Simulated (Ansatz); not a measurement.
# Phonon transport in PbSe (Clausthalite, Fm-3m)

How well does the lattice of PbSe (Clausthalite) conduct heat?

Experimental results on record:
- thermal conductivity 2 W/m/K near room temperature (given in “Combining the AFLOW GIBBS and Elastic Libraries to efficiently and robustly screen thermo-mechanical properties of solids”, 2017, arXiv:1611.05714)
- thermal conductivity 2 W/m/K near room temperature (given in “Predicting the lattice thermal conductivity of solids by solving the Boltzmann transport equation: AFLOW - AAPL an automated, accurate and efficient framework”, 2017, arXiv:1611.05481)

Main program and level: Ansatz 0.2.0; DFT LDA, scalar-relativistic, plane waves, PAW; PAW set soft_1, in the first sound run; inputs show where later runs differ.

### 1. Starting point

The structure is cubic, space group Fm-3m (No. 225). The conventional cell has a = 6.121 Å, b = 6.121 Å, c = 6.121 Å, α = 90.00°, β = 90.00°, γ = 90.00°. Pb has 6 Se at 3.06 Å nearest. Nearest to Se lie 6 Pb at 3.06 Å. Farther neighbours and most contacts between anions are not listed.

Coordinates:

```cif
data_structure
_symmetry_space_group_name_H-M 'Fm-3m'
_symmetry_Int_Tables_number 225
_cell_length_a 6.1213
_cell_length_b 6.1213
_cell_length_c 6.1213
_cell_angle_alpha 90.000
_cell_angle_beta 90.000
_cell_angle_gamma 90.000
_cell_volume 229.37
loop_
_atom_site_label
_atom_site_type_symbol
_atom_site_symmetry_multiplicity
_atom_site_Wyckoff_symbol
_atom_site_fract_x
_atom_site_fract_y
_atom_site_fract_z
_atom_site_occupancy
Pb1 Pb 4 a 0.00000 0.00000 0.00000 1
Se1 Se 4 b 0.50000 0.00000 0.00000 1
```

### 2. A first coarse run

A cheap single point shows whether the cell is a metal or an insulator and how far it is from rest; that sets the k-mesh and the occupations of what follows.

Input file input.yaml:

```yaml
crystal:
  lattice:
    - [0.0, 3.06065, 3.06065]
    - [3.06065, 0.0, 3.06065]
    - [3.06065, 3.06065, 0.0]
  atoms:
    - { symbol: Pb, position: [0.0, 0.0, 0.0] }
    - { symbol: Se, position: [0.5, 0.5, 0.5] }
kpoints:
  mp_grid: { grid: [6, 6, 6] }
hamiltonian:
  xc: lda
  pseudopotentials: { kind: paw, azcp: { folder: soft_1 }, xc_functional: pbe }
scf:
  occupations: { method: gaussian, width: 0.1 }
  lower_state_search: "off"
output:
  forces: true
  stress: true
  eigenvalues: true
```

Command:

```console
$ ansatz run input.yaml --threads 18 --pin off --max-ram 92160MiB --backend cuda --events-out ev --progress --plain --runs-dir out --max-vram 78GiB
```

Numbers of over 12 decimals in the logs are rounded to 6 here.

Output:

```text
Engine: ansatz 0.2.0, aarch64-unknown-linux-gnu
Pseudopotentials: kind: paw
Pseudopotential: Pb, paw, valence charge 14, recommended cutoff 420 eV (normal), soft_1/Pb.paw.azcp
Pseudopotential: Se, paw, valence charge 16, recommended cutoff 420 eV (normal), soft_1/Se.paw.azcp
Functional definition: SPW92
  exchange = slater_x
  correlation = pw_c
device memory: the entry about to start is reckoned to put 0.8 GiB on a device that reports 144.0 GiB free (of which the cap on the GPU budget leaves the run 78.0 GiB)
GPU FFT provider: cuFFT
GPU libraries: cuBLAS 13.8.1, cuFFT 12.4.0, cuSOLVER 12.3.2
GPU matrix products: emulated (plane waves: as basis.precision tells), large ones in fixed point in workspaces of 1.00 GiB
Crystal: 2 atoms, lattice volume = 57.342 Å³
Basis set: ecut = 420 eV, 1139 PW (Γ)
Bands: 19, of which v1, the nominal top of the filled ones, is band 15 counted from 1 (14 counted from 0)
Symmetry: 48 space group operations
Space group: Fm-3m (ITA 225), of the structure as read, at distance tolerance 3.9e-5 Å
k-points: 16 of 216
Non-local potential: Pb, projectors of the file, l = 0: 2, l = 1: 2, l = 2: 2, l = 3: 1
Non-local potential: Se, projectors of the file, l = 0: 2, l = 1: 2, l = 2: 3, l = 3: 1
PAW form: soft (Blöchl's): semilocal exchange-correlation on the pseudo side does not see the compensation charge
PAW frozen core: Pb, regenerated for the run's functional, and the local potential with it (the file was generated under x = pbe(κ = 0.804, μ = 0.219515), c = pbe(β = 0.066725))
PAW frozen core: Se, regenerated for the run's functional, and the local potential with it (the file was generated under x = pbe(κ = 0.804, μ = 0.219515), c = pbe(β = 0.066725))
PAW one-centre angular grid: Pb, 590 points (default); XC on 64 Gauss nodes
PAW one-centre angular grid: Se, 590 points (default); XC on 64 Gauss nodes
Initial density: superposition of atomic densities (chi_scale 0.1, normalization cell, long waves kept (reshape's long-wave potential 0.00 eV rms))
Initial wavefunctions: pseudopotential atomic-orbital guess
GPU buffer pool allocated for 27000 grid points (all kernels)
GPU transforms: local potential and band sums: pruned to the plane-wave sphere, on 30×30×30
Functional: x = slater, c = lda
SCF iter   1: F=—  HF=-16988.544906 eV  |F-HF|=—  |Δ(HF+E_count)|=         —  Δρ=2.00e-2  dr2=3.67e-1  ethr=3.10e-3  ⟨swp⟩=6.2  Hψ=1509  notcnv=0
preconditioner: auto → none  [insulator: Δε(μ)=0.396 eV  Ē_g=15.150 eV  σ=0.100 eV  W_gap=0.99  n_scr=14 (ndim 8)  ℏωp=21.9 eV  f_vac=0.000  D(μ)=0.01/eV (n_scr^D=0)  ε∞_Penn≈3.1]
SCF iter   2: F=—  HF=-16988.463693 eV  |F-HF|=—  |Δ(HF+E_count)|=   8.12e-2  Δρ=9.68e-3  dr2=8.24e-2  ethr=1.22e-3  ⟨swp⟩=2.0  Hψ=487  notcnv=0
SCF iter   3: F=—  HF=-16988.441774 eV  |F-HF|=—  |Δ(HF+E_count)|=   2.19e-2  Δρ=9.77e-4  dr2=3.66e-4  ethr=2.75e-4  ⟨swp⟩=2.0  Hψ=416  notcnv=0
SCF iter   4: F=—  HF=-16988.441538 eV  |F-HF|=—  |Δ(HF+E_count)|=   2.36e-4  Δρ=2.97e-4  dr2=1.92e-5  ethr=1.22e-6  ⟨swp⟩=2.0  Hψ=672  notcnv=0
SCF iter   5: F=—  HF=-16988.441569 eV  |F-HF|=—  |Δ(HF+E_count)|=   3.08e-5  Δρ=8.32e-5  dr2=2.50e-6  ethr=6.40e-8  ⟨swp⟩=2.0  Hψ=544  notcnv=0
SCF iter   6: F=-16988.441568 eV  HF=-16988.441568 eV  |F-HF|=4.21e-8  |Δ(HF+E_count)|=   6.21e-7  Δρ=2.08e-5  dr2=7.63e-8  ethr=3.33e-10  ⟨swp⟩=4.1  Hψ=1681  notcnv=0
SCF 1 converged in 6 iterations: F = -16988.441568 eV  dr2 = 7.63e-8
  greatest PAW one-centre occupation: 1.000 electrons in one spin orbital (limit 2), on the Se atom at site 1 (counted from 0), in its partial waves of l = 2
SCF converged after 6 iterations
Free energy (F): -16988.441568 eV
Harris-Foulkes:  -16988.441568 eV  (|F-HF|=4.21e-8)
Internal energy: -16988.440740 eV  (E = F + TS)
E sigma→0 (E₀):  -16988.441154 eV
Entropy (-TS):   -0.000829 eV (-0.414 meV/atom)
Fermi energy:    8.676194 eV
--- Per-component energies (eV) ---
  E_band       = -438.781050
  E_kinetic    = 403.349720
  E_local      = -3728.413182  (includes V_loc(G=0)·N_el)
  E_nonlocal   = -40.942706
  E_hartree    = 1810.190639
  E_xc         = -289.776533
  E_vxc        = -230.085452  (∫ρ·V_xc dr)
  E_paw        = -12133.280788  (= ΣΔE_a)
  E_vpaw       = -463.071866  (= ΣTr[D̂ρ^β])
  E_aug_tail   = -0.000366  (compensation charges beyond the density's cutoff)
  E_ewald      = -3011.707258
  E_core_change = 2.139736  (= ΣΔE_core)
  E_smearing   = -0.000829  (= −TS)
  E_closure    = 0.000000  (closes the sum)
  Σ components = -16988.441568   (vs F -16988.441568, Δ=0.00e0)
--- Forces (eV/Å), atoms counted from 1 ---
  atom   1  Pb     0.00000000    -0.00000000     0.00000000
  atom   2  Se    -0.00000000     0.00000000    -0.00000000
  max |Σ_I F_I| component: 4.08e-24 eV/Å
--- Stress (GPa, compression-positive) ---
       -2.187211       0.000000      -0.000000
        0.000000      -2.187211       0.000000
        0.000000      -0.000000      -2.187211
  P = ⅓ Tr σ = -2.1872 GPa (-21.872 kbar)
--- Band table (eV; the first three rows and the last of 16) ---
  k-point 0: bands = [... 11 lower, 2.1551, 6.7474, 6.7474, 6.7474, 13.2085, 13.2085, 13.2085, 15.1155]
  k-point 1: bands = [... 11 lower, 1.5208, 6.8221, 6.8221, 7.1717, 11.6344, 12.1815, 12.1815, 14.8611]
  k-point 2: bands = [... 11 lower, 0.3368, 7.0253, 7.0253, 7.8919, 9.8500, 10.8089, 10.8089, 15.6070]
  k-point 15: bands = [... 11 lower, 0.6133, 3.9638, 4.8249, 6.9699, 11.4710, 12.9240, 14.0069, 15.0698]
```

Elapsed: 0.8 s, on 1 × NVIDIA GB200 with 18 threads of Arm Neoverse V2, shared host; peak memory 1.1 GiB; 1.5 s of CPU time.

This step gave:

| Quantity | Value |
| --- | --- |
| pressure | -2.187 GPa |
| volume per atom | 28.67 Å³/atom |
| gap on the k-mesh | 0.1923 eV |

The start is under -2.2 GPa at this level and looks like an insulator or semiconductor on this mesh.

### 3. Finding the static equilibrium

Phonons are second derivatives about a minimum, so cell and atoms are relaxed first, inside the symmetry of the start.

input.yaml, the sections that differ from step 2:

```yaml
kpoints:
  mp_grid: { grid: [10, 10, 10] }
scf:
  occupations: { method: gaussian, width: 0.01 }
  lower_state_search: "off"
relax:
  adjacent_minimum: "off"
  f_tol: 0.005
  max_steps: 80
  cell: { stress_tol: 0.05 }
# crystal, hamiltonian, output: as in step 2
```

Output:

```text
[...]
Crystal: 2 atoms, lattice volume = 57.342 Å³
Basis set: ecut = 420 eV, 1139 PW (Γ)
Bands: 19, of which v1, the nominal top of the filled ones, is band 15 counted from 1 (14 counted from 0)
Symmetry: 48 space group operations
[...]
k-points: 47 of 1000
[...]
SCF iter   1: F=—  HF=-16988.540240 eV  |F-HF|=—  |Δ(HF+E_count)|=         —  Δρ=2.02e-2  dr2=3.74e-1  ethr=3.10e-3  ⟨swp⟩=6.7  Hψ=4508  notcnv=0
[...]
SCF iter   2: F=—  HF=-16988.458870 eV  |F-HF|=—  |Δ(HF+E_count)|=   8.14e-2  Δρ=9.65e-3  dr2=8.21e-2  ethr=1.25e-3  ⟨swp⟩=2.0  Hψ=1439  notcnv=0
[...]
SCF iter   6: F=-16988.436965 eV  HF=-16988.436965 eV  |F-HF|=2.22e-9  |Δ(HF+E_count)|=   2.28e-8  Δρ=1.41e-5  dr2=2.98e-8  ethr=3.33e-10  ⟨swp⟩=5.9  Hψ=4430  notcnv=0
SCF 1 converged in 6 iterations: F = -16988.436965 eV  dr2 = 2.98e-8
[...]
relax step   1: F+E_penalty+E_count = -16988.43696518 eV  Δ(F+E_penalty+E_count) = +0.000e0 eV  max|allowed force component| = 3.016e-25 eV/Å  Δτ_max = 0.0000 Å  P = -2.100 GPa  Ω = 57.342 Å³  (6 SCF iters, dr2 threshold 1.00e-7 eV, accepted)
[...]
Crystal: 2 atoms, lattice volume = 53.998 Å³
Basis set: ecut = 420 eV, 1067 PW (Γ)
[...]
iter 1 solved again at ethr=4.57e-6 eV; its pass at ethr=3.10e-3 eV (dr2=1.37e-3 eV) is discarded
[...]
SCF iter   2: F=—  HF=-16988.448184 eV  |F-HF|=—  |Δ(HF+E_count)|=   2.75e-4  Δρ=6.56e-4  dr2=2.87e-4  ethr=4.32e-6  ⟨swp⟩=2.0  Hψ=1108  notcnv=0
[...]
SCF iter   6: F=-16988.448137 eV  HF=-16988.448137 eV  |F-HF|=2.18e-10  |Δ(HF+E_count)|=   3.91e-9  Δρ=8.30e-7  dr2=3.39e-10  ethr=1.20e-11  ⟨swp⟩=1.0  Hψ=2681  notcnv=0
SCF 2 converged in 6 iterations: F = -16988.448137 eV  dr2 = 3.39e-10
relax step   2: F+E_penalty+E_count = -16988.44813661 eV  Δ(F+E_penalty+E_count) = -1.117e-2 eV  max|allowed force component| = 4.719e-26 eV/Å  Δτ_max = 0.0000 Å  P = +1.200 GPa  Ω = 53.998 Å³  energy of the carried Pulay correction = +5.148e-4 eV  (6 SCF iters, dr2 threshold 2.00e-7 eV, accepted)
[...]
Crystal: 2 atoms, lattice volume = 55.168 Å³
[...]
SCF iter   4: F=-16988.452260 eV  HF=-16988.452260 eV  |F-HF|=6.91e-9  |Δ(HF+E_count)|=   8.26e-7  Δρ=1.63e-5  dr2=5.58e-8  ethr=6.67e-10  ⟨swp⟩=4.6  Hψ=4709  notcnv=0
SCF 3 converged in 4 iterations: F = -16988.452260 eV  dr2 = 5.58e-8
relax step   3: F+E_penalty+E_count = -16988.45225968 eV  Δ(F+E_penalty+E_count) = -4.123e-3 eV  max|allowed force component| = 4.481e-25 eV/Å  Δτ_max = 0.0000 Å  P = -0.031 GPa  Ω = 55.168 Å³  energy of the carried Pulay correction = +3.296e-4 eV  (4 SCF iters, dr2 threshold 2.00e-7 eV, accepted)
[...]
SCF iter   1: F=—  HF=-16988.451942 eV  |F-HF|=—  |Δ(HF+E_count)|=         —  Δρ=4.28e-5  dr2=1.56e-7  ethr=1.10e-8  ⟨swp⟩=4.0  Hψ=7600  notcnv=0
[...]
SCF iter   2: F=—  HF=-16988.451942 eV  |F-HF|=—  |Δ(HF+E_count)|=   1.40e-8  Δρ=2.13e-5  dr2=3.91e-8  ethr=5.20e-10  ⟨swp⟩=2.0  Hψ=1586  notcnv=0
[...]
SCF iter   5: F=-16988.451942 eV  HF=-16988.451942 eV  |F-HF|=7.28e-12  |Δ(HF+E_count)|=  2.98e-10  Δρ=2.58e-7  dr2=1.65e-11  ethr=1.00e-12  ⟨swp⟩=4.9  Hψ=4866  notcnv=0
SCF 4 converged in 5 iterations: F = -16988.451942 eV  dr2 = 1.65e-11
relax step   4: F+E_penalty+E_count = -16988.45194165 eV  Δ(F+E_penalty+E_count) = +3.180e-4 eV  max|allowed force component| = 1.893e-29 eV/Å  Δτ_max = 0.0000 Å  P = -0.033 GPa  Ω = 55.168 Å³  stress off target by 3.26e-2 GPa  SCF on the basis re-selected at this cell (its energy is not comparable with the rows above)  (5 SCF iters)
basis re-selected at this cell: Δ(F+E_penalty+E_count) = +3.180e-4 eV, ΔP = -0.001 GPa vs the last step (what re-selecting the basis moved, of the pressure what is left beyond the Pulay correction that the steps carried, after the strain that the cell walked since its last selection, with what the two solves' SCF thresholds leave and, on support functions, any second-order correction that the steps lacked; it is no m [...]
SCF converged after 5 iterations
Free energy (F): -16988.451942 eV
[...]
Internal energy: -16988.451942 eV  (E = F + TS)
E sigma→0 (E₀):  -16988.451942 eV
Fermi energy:    9.288022 eV
[...]
--- Stress (GPa, compression-positive) ---
       -0.032617      -0.000000      -0.000000
       -0.000000      -0.032617      -0.000000
       -0.000000      -0.000000      -0.032617
  P = ⅓ Tr σ = -0.0326 GPa (-0.326 kbar)
--- Band table (eV; the first three rows and the last of 47) ---
  k-point 0: bands = [... 11 lower, 2.8591, 7.2143, 7.2143, 7.2143, 13.9346, 13.9346, 13.9346, 15.6754]
  k-point 1: bands = [... 11 lower, 2.5700, 7.2432, 7.2432, 7.4195, 13.1387, 13.4451, 13.4451, 15.4965]
  k-point 2: bands = [... 11 lower, 1.8774, 7.3292, 7.3292, 7.8706, 11.8747, 12.5164, 12.5164, 15.4695]
  k-point 46: bands = [... 11 lower, 1.0245, 4.4480, 5.0020, 7.9898, 11.4910, 13.7529, 14.5168, 16.2368]
--- Relaxed structure (3 steps of the walk, 3 accepted, 1 SCFs on fresh bases) ---
  F+E_penalty+E_count = -16988.45194165 eV   max|allowed force component| = 1.893e-29 eV/Å   (the final SCF, on the basis selected at the relaxed cell)
  cell:  # Å, volume = 55.1676 Å³
    - [0, 3.021469, 3.021469]
    - [3.021469, 0, 3.021469]
    - [3.021469, 3.021469, 0]
  atoms:
    - { symbol: Pb, position: [0, 0, 0] }
    - { symbol: Se, position: [0.500000, 0.500000, 0.500000] }
```

The job ended after 2.6 s (1 × NVIDIA GB200 with 18 threads; peak memory 1 GiB; 5.9 s of CPU time).

Relaxation path:

```tsv
step	energy less that of the first step (eV)	largest force component (eV/Å)	pressure (GPa)	volume (Å³)
1	0.0000	0.0000	-2.10	57.34
2	-0.0112	0.0000	1.20	54.00
3	-0.0153	0.0000	-0.03	55.17
4*	-0.0150	0.0000	-0.03	55.17
```

Relaxation steps marked * repeat the geometry before them on a plane-wave basis chosen anew for their cell, so energy and pressure can jump there.

Forces are held to the 48 operations that the run works with; a distortion that breaks them can't arise in this run.

```tsv
conventional cell, symmetrised	before	after	change
a (Å)	6.121	6.043	-1.3 %
b (Å)	6.121	6.043	-1.3 %
c (Å)	6.121	6.043	-1.3 %
volume (Å³/atom)	28.67	27.58	-3.8 %
```

Final coordinates:

```
Pb Se
1.0
     0.00000    3.02147    3.02147
     3.02147    0.00000    3.02147
     3.02147    3.02147    0.00000
Pb Se
1 1
Direct
  0.00000 0.00000 0.00000
  0.50000 0.50000 0.50000
```

Numbers from this step:

```
pressure          : -0.03262 GPa
volume per atom   : 27.58 Å³/atom
gap on the k-mesh : 0.05845 eV
```

The relaxation ends with a pressure of -0.03 GPa.

### 4. Tight relaxation

The relaxation is repeated with tighter thresholds on force and stress, since phonons are sensitive to what is left; a change of mesh or smearing in the input moves the cell too.

input.yaml, the sections that differ from step 3:

```yaml
crystal:
  lattice:
    - [0.0, 3.0214690527, 3.0214690527]
    - [3.0214690527, 0.0, 3.0214690527]
    - [3.0214690527, 3.0214690527, 0.0]
  atoms:
    - { symbol: Pb, position: [0.0, 0.0, 0.0] }
    - { symbol: Se, position: [0.5, 0.5, 0.5] }
relax:
  adjacent_minimum: "off"
  f_tol: 0.001
  max_steps: 60
  cell: { stress_tol: 0.01 }
# kpoints, hamiltonian, scf, output: as in step 3
```

Output:

```text
[...]
Crystal: 2 atoms, lattice volume = 55.168 Å³
Basis set: ecut = 420 eV, 1067 PW (Γ)
Bands: 19, of which v1, the nominal top of the filled ones, is band 15 counted from 1 (14 counted from 0)
Symmetry: 48 space group operations
[...]
k-points: 47 of 1000
[...]
k-point 46: bands = [... 11 lower, 1.0318, 4.4529, 5.0073, 7.9978, 11.5003, 13.7617, 14.5271, 16.2477]
--- Relaxed structure (3 steps of the walk, 3 accepted, 1 SCFs on fresh bases) ---
[...]
cell:  # Å, volume = 55.1369 Å³
    - [0, 3.020907, 3.020907]
    - [3.020907, 0, 3.020907]
    - [3.020907, 3.020907, 0]
  atoms:
    - { symbol: Pb, position: [0, 0, 0] }
    - { symbol: Se, position: [0.5, 0.5, 0.5] }
[key lines of the parts left out:]
SCF converged after 5 iterations
Free energy (F): -16988.451940 eV
Fermi energy:    9.297009 eV
P = ⅓ Tr σ = -0.0001 GPa (-0.001 kbar)
```

The job ended after 2.4 s (1 × NVIDIA GB200 with 18 threads; peak memory 1.1 GiB; 5.7 s of CPU time).

Little changed from the start: no atom moved by 0.005 Å and no cell edge by 0.1 %.

This step gave:

- pressure: -7.45e-5 GPa
- volume per atom: 27.57 Å³/atom
- gap on the k-mesh: 0.05646 eV

The residual pressure is -7.4e-5 GPa, small enough for phonons.

(Continued in part 2 of 2.)

[Logs are printed without paths, hosts, clocks, repeated set-up lines and the standing remarks that a program may print on its own settings, such as how far it seeks lower states.]

[Hosts, paths, dates, database ids (printed as entryN), source tags and the programs' standing remarks are cut or masked in the printed files.]

[A step with changed settings may run another functional than the one named; its input shows which.]
